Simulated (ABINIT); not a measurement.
# MgS (Niningerite): G0W0 with ABINIT, start to end, part 2 of 3

Wanted: ground state, empty states, screening and self-energy for MgS (Niningerite).

ABINIT 10.8.3; LDA and many-body steps on it, plane waves. Known limits of the many-body steps: not at the basis limit; coarse k mesh.

So far. Step 2 (Ground state): The gap is indirect, with the least direct gap 0.92 eV higher.

## Step 3: Bands along the symmetry lines

Level of this step: DFT, LDA, plane waves, norm-conserving pseudopotentials (ABINIT).

Levels along a band path, at the cheap level, show where the edges lie and whether the meshes to come will hold them.

Input file run.abi:

```
acell 3*1.0 Angstrom
rprim 
  0.000000000000 2.601650000000 2.601650000000
  2.601650000000 0.000000000000 2.601650000000
  2.601650000000 2.601650000000 0.000000000000
ntypat 2
znucl 12 16
natom 2
typat 1 2
xred 
  0.000000000000 0.000000000000 0.000000000000
  0.500000000000 0.500000000000 0.500000000000
pp_dirpath "pseudos"
pseudos "Mg.upf, S.upf"
ecut 38
iscf -2
irdden 1
kptopt 0
nkpt 50
kpt 
  0.00000000 0.00000000 0.00000000
  0.06250000 0.00000000 0.06250000
  0.12500000 0.00000000 0.12500000
  0.18750000 0.00000000 0.18750000
  0.25000000 0.00000000 0.25000000
  0.31250000 0.00000000 0.31250000
  0.37500000 0.00000000 0.37500000
  0.43750000 0.00000000 0.43750000
  0.50000000 0.00000000 0.50000000
  0.51562500 0.03125000 0.51562500
  0.53125000 0.06250000 0.53125000
  0.54687500 0.09375000 0.54687500
  0.56250000 0.12500000 0.56250000
  0.57812500 0.15625000 0.57812500
  0.59375000 0.18750000 0.59375000
  0.60937500 0.21875000 0.60937500
  0.62500000 0.25000000 0.62500000
  0.37500000 0.37500000 0.75000000
  0.32812500 0.32812500 0.65625000
  0.28125000 0.28125000 0.56250000
  0.23437500 0.23437500 0.46875000
  0.18750000 0.18750000 0.37500000
  0.14062500 0.14062500 0.28125000
  0.09375000 0.09375000 0.18750000
  0.04687500 0.04687500 0.09375000
  0.00000000 0.00000000 0.00000000
  0.06250000 0.06250000 0.06250000
  0.12500000 0.12500000 0.12500000
  0.18750000 0.18750000 0.18750000
  0.25000000 0.25000000 0.25000000
  0.31250000 0.31250000 0.31250000
  0.37500000 0.37500000 0.37500000
  0.43750000 0.43750000 0.43750000
  0.50000000 0.50000000 0.50000000
  0.50000000 0.46875000 0.53125000
  0.50000000 0.43750000 0.56250000
  0.50000000 0.40625000 0.59375000
  0.50000000 0.37500000 0.62500000
  0.50000000 0.34375000 0.65625000
  0.50000000 0.31250000 0.68750000
  0.50000000 0.28125000 0.71875000
  0.50000000 0.25000000 0.75000000
  0.50000000 0.21875000 0.71875000
  0.50000000 0.18750000 0.68750000
  0.50000000 0.15625000 0.65625000
  0.50000000 0.12500000 0.62500000
  0.50000000 0.09375000 0.59375000
  0.50000000 0.06250000 0.56250000
  0.50000000 0.03125000 0.53125000
  0.50000000 0.00000000 0.50000000
istwfk *1
nband 15
nbdbuf 2
tolwfr 1e-08
nstep 40
prtwf 0
prtvol 0
indata_prefix "in"
outdata_prefix "out"
tmpdata_prefix "tmp"
```

On the command line:

```
> OMP_NUM_THREADS=1 mpirun -n 4 abinit run.abi > log
```

Numbers of over 12 decimals in the logs are rounded to 6 here.

Log:

```text
.Version 10.8.3 of ABINIT. v10.8.2 released Aug 2026.

 Symmetries : space group Fm -3 m (#225); Bravais cF (face-center cubic)
[... echo of the input left out ...]
== DATASET  1 ==================================================================
-   mpi_nproc: 4, omp_nthreads: 1 (-1 if OMP is not activated)

--- !DatasetInfo
iteration_state: {dtset: 1, }
dimensions: {natom: 2, nkpt: 50, mband: 15, nsppol: 1, nspinor: 1, nspden: 1, mpw: 2698, }
cutoff_energies: {ecut:  38.0, pawecutdg:  -1.0, }
electrons: {nelect:   1.60000000E+01, charge:   0.00000000E+00, occopt:   1.00000000E+00, tsmear:   1.00000000E-02, }

 Real(R)+Recip(G) space primitive vectors, cartesian coordinates (Bohr,Bohr^-1):
 R(1)=  0.0000000  4.9164060  4.9164060  G(1)= -0.1017003  0.1017003  0.1017003
 R(2)=  4.9164060  0.0000000  4.9164060  G(2)=  0.1017003 -0.1017003  0.1017003
 R(3)=  4.9164060  4.9164060  0.0000000  G(3)=  0.1017003  0.1017003 -0.1017003
 Unit cell volume ucvol=  2.3766937E+02 bohr^3
 Angles (23,13,12)=  6.00000000E+01  6.00000000E+01  6.00000000E+01 degrees

 getcut: wavevector=  0.0000  0.0000  0.0000  ngfft=  40  40  40
         ecut(hartree)=     38.000   => boxcut(ratio)=   2.07320

--- Pseudopotential description ------------------------------------------------
- Mg Generated using ONCVPSP code by D. R. Hamann
- 12.00000  10.00000  180309                  znucl, zion, pspdat
12 -1012 1 -1 1510                            pspcod,pspxc,lmax,lloc,mmax
     nproj     2     2     0
  pspatm : epsatm=    9.23542517
         --- l  ekb(1:nproj) -->
             0    2.239033   -0.828749
             1   -6.545315   -2.523783
 pspatm: atomic psp has been read  and splines computed

- S Generated using ONCVPSP code by D. R. Hamann
- 16.00000   6.00000  180309                  znucl, zion, pspdat
12 -1012 2 -1 1132                            pspcod,pspxc,lmax,lloc,mmax
     nproj     2     2     2
  pspatm : epsatm=    8.64647033
         --- l  ekb(1:nproj) -->
             0    6.829465    0.577472
[...]
pspatm: atomic psp has been read  and splines computed

--------------------------------------------------------------------------------

================================================================================
 prteigrs : about to open file out_EIG
 Non-SCF case, kpt    1 (  0.00000  0.00000  0.00000), residuals and eigenvalues=
  7.21E-09  1.88E-09  2.51E-09  7.84E-09  5.38E-09  1.86E-09  3.23E-09  5.15E-09
  3.93E-09  1.90E-09  3.75E-09  7.07E-09  7.28E-09  5.56E-09  3.88E-04
 -2.5704E+00 -1.3727E+00 -1.3727E+00 -1.3727E+00 -3.1333E-01  1.5155E-01
  1.5155E-01  1.5155E-01  2.7930E-01  4.3940E-01  4.3940E-01  4.3940E-01
[...]
Non-SCF case, kpt    2 (  0.06250  0.00000  0.06250), residuals and eigenvalues=
  5.89E-09  2.17E-09  2.45E-09  8.63E-09  7.08E-09  7.61E-09  1.20E-09  5.42E-09
[...]
4.46E-09  2.57E-09  1.43E-09  2.25E-09  6.78E-09  6.00E-09  4.86E-09  8.67E-09
  8.64E-09  8.96E-09  3.88E-09  5.94E-09  3.02E-09  8.15E-08  3.96E-04
[...]
Non-SCF case, kpt   49 (  0.50000  0.03125  0.53125), residuals and eigenvalues=
[...]
Non-SCF case, kpt   50 (  0.50000  0.00000  0.50000), residuals and eigenvalues=
[...]
-2.5704E+00 -1.3729E+00 -1.3728E+00 -1.3728E+00 -2.5066E-01 -4.2354E-03
  8.9008E-02  8.9008E-02  2.4559E-01  3.0838E-01  5.8472E-01  6.1631E-01
[...]
--- !ResultsGS
iteration_state: {dtset: 1, }
comment   : Summary of ground state results
lattice_vectors:
- [  0.0000000,   4.9164060,   4.9164060, ]
- [  4.9164060,   0.0000000,   4.9164060, ]
- [  4.9164060,   4.9164060,   0.0000000, ]
lattice_lengths: [   6.95285,    6.95285,    6.95285, ]
lattice_angles: [ 60.000,  60.000,  60.000, ] # degrees, (23, 13, 12)
lattice_volume:   2.3766937E+02
convergence: {deltae:  0.000E+00, res2:  0.000E+00, residm:  9.977E-09, diffor:  0.000E+00, }
etotal    :  -7.04486377E+01
entropy   :   0.00000000E+00
fermie    :   1.51554438E-01
cartesian_stress_tensor: null
pressure_GPa: null
xred      :
- [  0.0000E+00,   0.0000E+00,   0.0000E+00, Mg]
- [  5.0000E-01,   5.0000E-01,   5.0000E-01,  S]
cartesian_forces: null
force_length_stats: {min: null, max: null, mean: null, }

 Integrated electronic density in atomic spheres:
 ------------------------------------------------
 Atom  Sphere_radius  Integrated_density
[...]
================================================================================

 ----iterations are completed or convergence reached----

 Mean square residual over all n,k,spin=   44.927E-10; max=  99.770E-10
 reduced coordinates (array xred) for    2 atoms
       0.000000000000      0.000000000000      0.000000000000
       0.500000000000      0.500000000000      0.500000000000

 cartesian coordinates (angstrom) at end:
    1      0.000000     0.000000     0.000000
    2      2.601650     2.601650     2.601650
 length scales=  1.889726125908  1.889726125908  1.889726125908 bohr
              =  1.000000000000  1.000000000000  1.000000000000 angstroms
 prteigrs : about to open file out_EIG
 Eigenvalues (hartree) for nkpt=  50  k points:
 kpt#   1, nband= 15, wtk=  1.00000, kpt=  0.0000  0.0000  0.0000 (reduced coord)
[...]
kpt#   2, nband= 15, wtk=  1.00000, kpt=  0.0625  0.0000  0.0625 (reduced coord)
[...]
kpt#   3, nband= 15, wtk=  1.00000, kpt=  0.1250  0.0000  0.1250 (reduced coord)
[...]
kpt#  49, nband= 15, wtk=  1.00000, kpt=  0.5000  0.0313  0.5313 (reduced coord)
  -2.57040   -1.37292   -1.37279   -1.37279   -0.25059   -0.00365    0.08742    0.08776
   0.24837    0.31120    0.58124    0.59714    0.63378    0.65013    0.72221
 kpt#  50, nband= 15, wtk=  1.00000, kpt=  0.5000  0.0000  0.5000 (reduced coord)
  -2.57040   -1.37292   -1.37280   -1.37280   -0.25066   -0.00424    0.08901    0.08901
   0.24559    0.30838    0.58472    0.61631    0.63321    0.63321    0.72230

== END DATASET(S) ==============================================================
================================================================================

 -outvars: echo values of variables after computation  --------
            nband          15
             nkpt          50
          spgroup         225
 [... the other variables as echoed above ...]

 Calculation completed.
```

Wall time 7 s (4 MPI ranks of Arm Neoverse V2, shared host); peak memory 0.29 GiB; 28 s of CPU time.

Numbers from this step:

```
gap                        : 2.559 eV
k of the valence top       : 0, 0, 0
k of the conduction bottom : 0.5, 0, 0.5
least direct gap           : 3.476 eV
```

The gap is 2.559 eV, as in the run before at this level.

Electronic bands along the path, in eV, zero at the top of the highest filled band; v1 is the highest filled band, c1 the lowest empty one:

| point | v4 | v3 | v2 | v1 | c1 | c2 | c3 | c4 |
| --- | --- | --- | --- | --- | --- | --- | --- | --- |
| Γ | -12.65 | 0.00 | 0.00 | 0.00 | 3.48 | 7.83 | 7.83 | 7.83 |
| halfway | -11.90 | -2.59 | -0.98 | -0.98 | 4.80 | 5.50 | 8.02 | 10.02 |
| X | -10.94 | -4.24 | -1.70 | -1.70 | 2.56 | 4.27 | 11.79 | 12.65 |
| halfway | -10.93 | -4.11 | -2.28 | -1.62 | 3.01 | 4.91 | 11.02 | 11.15 |
| U | -10.94 | -3.74 | -3.24 | -1.37 | 3.71 | 6.57 | 9.51 | 9.92 |
| jump to K | -10.94 | -3.74 | -3.24 | -1.37 | 3.71 | 6.57 | 9.51 | 9.92 |
| halfway | -11.83 | -3.09 | -1.51 | -0.30 | 6.00 | 7.10 | 7.18 | 7.72 |
| Γ | -12.65 | 0.00 | 0.00 | 0.00 | 3.48 | 7.83 | 7.83 | 7.83 |
| halfway | -12.08 | -2.86 | -0.32 | -0.32 | 4.77 | 7.66 | 7.66 | 8.13 |
| L | -11.31 | -4.90 | -0.59 | -0.59 | 4.37 | 6.73 | 6.73 | 9.85 |
| halfway | -11.12 | -4.37 | -2.16 | -1.16 | 5.39 | 5.94 | 8.24 | 9.26 |
| W | -10.90 | -3.27 | -3.27 | -2.41 | 5.08 | 7.83 | 7.83 | 7.85 |
| halfway | -10.92 | -3.99 | -2.28 | -2.10 | 3.60 | 5.37 | 9.89 | 10.47 |
| X | -10.94 | -4.24 | -1.70 | -1.70 | 2.56 | 4.27 | 11.79 | 12.65 |

The electronic bands as a text plot (rows in eV, shown from -8.0 to 8.5 only):

```
    8.1 |++++ ++            ++   ++++++++++++         + ++++
    7.5 | +  +             +++++++++++  +++++++      +   + +
    6.8 |  ++             +     +++            ++++++   +   +
    6.1 |    +           +      +                   + ++
    5.4 |    +++        +     ++ ++                  ++++++  +
    4.7 |  ++ +++++   ++    ++     ++      ++++++ +++      ++ ++
    4.0 | +     ++ +++    ++         +  +++      +              +
    3.3 |+        +    +++            ++                     ++
    2.7 |          ++++                                        ++
    2.0 |
    1.3 |
    0.6 |
   -0.1 |****                   ***************
   -0.8 |  *****           ***** **      **    *******
   -1.5 |       ***********     *  **               ****        *
   -2.2 |    *        **      ** **        *          * ********
   -2.8 |     **        **  **  *           *          **  **
   -3.5 |       ***      *******             **         *****
   -4.2 |          ******                      *      **     ****
   -4.9 |                                       ******
   -5.6 |
   -6.3 |
   -7.0 |
   -7.7 |
         Γ           X  U|K            Γ         L        W     X
```

## Step 4: Empty states on the mesh, 4×4×4 mesh, 54 bands

The sums over transitions need many empty states on a uniform mesh; this step solves for them.

Input file run.abi:

```
acell 3*1.0 Angstrom
rprim 
  0.000000000000 2.601650000000 2.601650000000
  2.601650000000 0.000000000000 2.601650000000
  2.601650000000 2.601650000000 0.000000000000
ntypat 2
znucl 12 16
natom 2
typat 1 2
xred 
  0.000000000000 0.000000000000 0.000000000000
  0.500000000000 0.500000000000 0.500000000000
pp_dirpath "pseudos"
pseudos "Mg.upf, S.upf"
ecut 38
ngkpt 4 4 4
nshiftk 1
shiftk 0 0 0
kptopt 1
chksymbreak 0
iscf -2
irdden 1
istwfk *1
nband 54
nbdbuf 4
tolwfr 1e-09
nstep 60
prtvol 0
indata_prefix "in"
outdata_prefix "out"
tmpdata_prefix "tmp"
```

Log:

```text
.Version 10.8.3 of ABINIT. v10.8.2 released Aug 2026.

 Symmetries : space group Fm -3 m (#225); Bravais cF (face-center cubic)
[... echo of the input left out ...]
== DATASET  1 ==================================================================
-   mpi_nproc: 4, omp_nthreads: 1 (-1 if OMP is not activated)

--- !DatasetInfo
iteration_state: {dtset: 1, }
dimensions: {natom: 2, nkpt: 8, mband: 54, nsppol: 1, nspinor: 1, nspden: 1, mpw: 2698, }
cutoff_energies: {ecut:  38.0, pawecutdg:  -1.0, }
electrons: {nelect:   1.60000000E+01, charge:   0.00000000E+00, occopt:   1.00000000E+00, tsmear:   1.00000000E-02, }

 Real(R)+Recip(G) space primitive vectors, cartesian coordinates (Bohr,Bohr^-1):
 R(1)=  0.0000000  4.9164060  4.9164060  G(1)= -0.1017003  0.1017003  0.1017003
 R(2)=  4.9164060  0.0000000  4.9164060  G(2)=  0.1017003 -0.1017003  0.1017003
 R(3)=  4.9164060  4.9164060  0.0000000  G(3)=  0.1017003  0.1017003 -0.1017003
 Unit cell volume ucvol=  2.3766937E+02 bohr^3
 Angles (23,13,12)=  6.00000000E+01  6.00000000E+01  6.00000000E+01 degrees

 getcut: wavevector=  0.0000  0.0000  0.0000  ngfft=  40  40  40
         ecut(hartree)=     38.000   => boxcut(ratio)=   2.07320

--- Pseudopotential description ------------------------------------------------
- Mg Generated using ONCVPSP code by D. R. Hamann
- 12.00000  10.00000  180309                  znucl, zion, pspdat
12 -1012 1 -1 1510                            pspcod,pspxc,lmax,lloc,mmax
     nproj     2     2     0
  pspatm : epsatm=    9.23542517
         --- l  ekb(1:nproj) -->
             0    2.239033   -0.828749
             1   -6.545315   -2.523783
 pspatm: atomic psp has been read  and splines computed

- S Generated using ONCVPSP code by D. R. Hamann
- 16.00000   6.00000  180309                  znucl, zion, pspdat
12 -1012 2 -1 1132                            pspcod,pspxc,lmax,lloc,mmax
     nproj     2     2     2
  pspatm : epsatm=    8.64647033
         --- l  ekb(1:nproj) -->
             0    6.829465    0.577472
[...]
pspatm: atomic psp has been read  and splines computed

--------------------------------------------------------------------------------

================================================================================
 prteigrs : about to open file out_EIG
 Non-SCF case, kpt    1 (  0.00000  0.00000  0.00000), residuals and eigenvalues=
  4.21E-10  9.54E-11  1.41E-10  5.90E-10  6.14E-11  1.35E-10  1.32E-10  3.99E-10
  1.17E-10  1.20E-10  1.81E-10  5.08E-10  1.95E-10  3.78E-10  2.71E-10  1.64E-10
  1.06E-10  6.91E-10  1.31E-10  1.65E-10  2.17E-10  4.36E-10  4.63E-10  9.95E-10
[...]
7.14E-10  4.73E-10  1.03E-09  4.89E-09  4.02E-05  8.17E-06
 -2.5704E+00 -1.3727E+00 -1.3727E+00 -1.3727E+00 -3.1333E-01  1.5155E-01
  1.5155E-01  1.5155E-01  2.7930E-01  4.3940E-01  4.3940E-01  4.3940E-01
[...]
2.0713E+00  2.1032E+00  2.1032E+00  2.1032E+00  2.1728E+00  2.1920E+00
 prteigrs : prtvol=0 or 1, do not print more k-points.

--- !ResultsGS
iteration_state: {dtset: 1, }
comment   : Summary of ground state results
lattice_vectors:
- [  0.0000000,   4.9164060,   4.9164060, ]
- [  4.9164060,   0.0000000,   4.9164060, ]
- [  4.9164060,   4.9164060,   0.0000000, ]
lattice_lengths: [   6.95285,    6.95285,    6.95285, ]
lattice_angles: [ 60.000,  60.000,  60.000, ] # degrees, (23, 13, 12)
lattice_volume:   2.3766937E+02
convergence: {deltae:  0.000E+00, res2:  0.000E+00, residm:  9.954E-10, diffor:  0.000E+00, }
etotal    :  -7.04486377E+01
entropy   :   0.00000000E+00
fermie    :   1.51554438E-01
cartesian_stress_tensor: null
pressure_GPa: null
xred      :
- [  0.0000E+00,   0.0000E+00,   0.0000E+00, Mg]
- [  5.0000E-01,   5.0000E-01,   5.0000E-01,  S]
cartesian_forces: null
force_length_stats: {min: null, max: null, mean: null, }

 Integrated electronic density in atomic spheres:
 ------------------------------------------------
 Atom  Sphere_radius  Integrated_density
[...]
================================================================================

 ----iterations are completed or convergence reached----

 Mean square residual over all n,k,spin=   37.058E-11; max=  99.543E-11
 reduced coordinates (array xred) for    2 atoms
       0.000000000000      0.000000000000      0.000000000000
       0.500000000000      0.500000000000      0.500000000000

 cartesian coordinates (angstrom) at end:
    1      0.000000     0.000000     0.000000
    2      2.601650     2.601650     2.601650
 length scales=  1.889726125908  1.889726125908  1.889726125908 bohr
              =  1.000000000000  1.000000000000  1.000000000000 angstroms
 prteigrs : about to open file out_EIG
 Eigenvalues (hartree) for nkpt=   8  k points:
 kpt#   1, nband= 54, wtk=  0.01563, kpt=  0.0000  0.0000  0.0000 (reduced coord)
[...]
1.66779    1.66779    1.66779    1.73049    1.88175    1.88175    1.88175    2.00131
   2.00131    2.00131    2.01180    2.01180    2.01180    2.06964    2.07126    2.07126
   2.07126    2.10322    2.10322    2.10322    2.17275    2.19204
 prteigrs : prtvol=0 or 1, do not print more k-points.

== END DATASET(S) ==============================================================
================================================================================

 -outvars: echo values of variables after computation  --------
            nband          54
             nkpt           8
          spgroup         225
 [... the other variables as echoed above ...]

 Calculation completed.
```

Elapsed: 6.2 s, on 4 MPI ranks; peak memory 0.28 GiB; 24 s of CPU time.

Numbers from this step:

| Property | Result |
| --- | --- |
| gap | 2.559 eV |
| k of the valence top | 0, 0, 0 |
| k of the conduction bottom | 0.5, 0.5, 0 |
| least direct gap | 3.476 eV |
| k points computed | 8 |
| lowest point of the top converged band, above the valence top | 53.1076 eV |

On this mesh the gap is 2.559 eV.

## Step 5: Screening, 4×4×4 mesh, 50 bands, screening to 130.6 eV

The RPA dielectric matrix is built and inverted for each q.

This step: RPA screening on LDA, plane waves, norm-conserving pseudopotentials.

Edit run.abi of step 4 so:

```diff
@@ -20,10 +20,11 @@
 chksymbreak 0
-iscf -2
-irdden 1
 istwfk *1
-nband 54
-nbdbuf 4
-tolwfr 1e-09
-nstep 60
-prtvol 0
+occopt 1
+irdwfk 1
+optdriver 3
+nband 50
+ecuteps 4.8
+inclvkb 2
+awtr 1
+symchi 1
 indata_prefix "in"
```

Log:

```text
.Version 10.8.3 of ABINIT. v10.8.2 released Aug 2026.

 Symmetries : space group Fm -3 m (#225); Bravais cF (face-center cubic)
[... echo of the input left out ...]
== DATASET  1 ==================================================================
-   mpi_nproc: 4, omp_nthreads: 1 (-1 if OMP is not activated)

--- !DatasetInfo
iteration_state: {dtset: 1, }
dimensions: {natom: 2, nkpt: 8, mband: 50, nsppol: 1, nspinor: 1, nspden: 1, mpw: 2698, }
cutoff_energies: {ecut:  38.0, pawecutdg:  -1.0, }
electrons: {nelect:   1.60000000E+01, charge:   0.00000000E+00, occopt:   1.00000000E+00, tsmear:   1.00000000E-02, }

 SCREENING: Calculation of the susceptibility and dielectric matrices

 Based on a program developped by R.W. Godby, V. Olevano, G. Onida, and L. Reining.
 Incorporated in ABINIT by V. Olevano, G.-M. Rignanese, and M. Torrent.
.Using double precision arithmetic ; gwpc =  8

[... cell and pseudopotentials left out ...]
--------------------------------------------------------------------------------

 ==== K-mesh for the wavefunctions ====
 Number of points in the irreducible wedge :     8
[... list of points left out ...]
 Together with 48 symmetry operations and time-reversal symmetry
 yields    64 points in the full Brillouin Zone.

 ==== Q-mesh for the screening function ====
 Number of points in the irreducible wedge :     8
[... list of points left out ...]
 Together with 48 symmetry operations and time-reversal symmetry
 yields    64 points in the full Brillouin Zone.

 setmesh: FFT mesh size selected  =    25x   25x   25
          total number of points  =        15625

 vcoul_init : cutoff-mode = AUXILIARY_FUNCTION
 q-points for optical limit:   1
     1)      0.000010    0.000020    0.000030

- screening: taking advantage of time-reversal symmetry
- Maximum band index for partially occupied states nbvw = 8
- Remaining bands to be divided among processors   nbcw = 42
- Number of bands treated by each node ~10

 Number of electrons calculated from density =   16.0000; Expected =   16.0000
 average of density, n =  0.067320
 r_s =    1.5249
 omega_plasma =   25.0282 [eV]

 calculating chi0 at frequencies [eV] :
  1    0.000000E+00    0.000000E+00
  2    0.000000E+00    2.502816E+01

--------------------------------------------------------------------------------
  q-point number  1        q = ( 0.000000, 0.000000, 0.000000) [r.l.u.]
--------------------------------------------------------------------------------
[... chi0 elements left out ...]
 For q-point:  0.000010 0.000020 0.000030
  dielectric constant =   6.5567
  dielectric constant without local fields =   7.5474

  Average fulfillment of the sum rule on Im[epsilon] for q-point    1 :     48.60  [%]
[... wings left out ...]
  q-point number  2        q = ( 0.250000, 0.000000, 0.000000) [r.l.u.]
--------------------------------------------------------------------------------
[... chi0 elements left out ...]
  Average fulfillment of the sum rule on Im[epsilon] for q-point    2 :     58.78  [%]

 [... 6 further q-points ...]
```

Run time: 4.6 s. Hardware: 4 MPI ranks; peak memory 0.49 GiB.

Numbers from this step:

- ε∞ with local fields, on this mesh, along the program's q direction: 6.557
- the same without local fields: 7.547
- plasma frequency: 25.03 eV
- plane waves in the screening matrix: 113

Local fields lower ε∞ by 13 %. On a Γ-centred mesh this coarse the value itself is usually too large, while a short band sum pulls it down.

(Continued in part 3 of 3.)

[Paths, hosts, dates, memory and timing lines, banners, echoed tables and standing remarks are left out of the program output.]

[Logs are printed without paths, hosts, clocks, repeated set-up lines and the standing remarks that a program may print on its own settings, such as how far it seeks lower states.]

[Runs of the session that timed out or met a known fault of the program may be left out.]

[Hosts, paths, dates, database ids (printed as entryN), source tags and the programs' standing remarks are cut or masked in the printed files.]

[G0W0 gaps are taken among the corrected bands and points alone; a level outside them can change the order at an edge.]

[Where Ansatz stands beside ABINIT at settings called matched, ABINIT's density can come from a denser mesh and the files from another edition; pairs whose starting gaps differed by over 0.03 eV were left out, so agreement reads better than it is.]
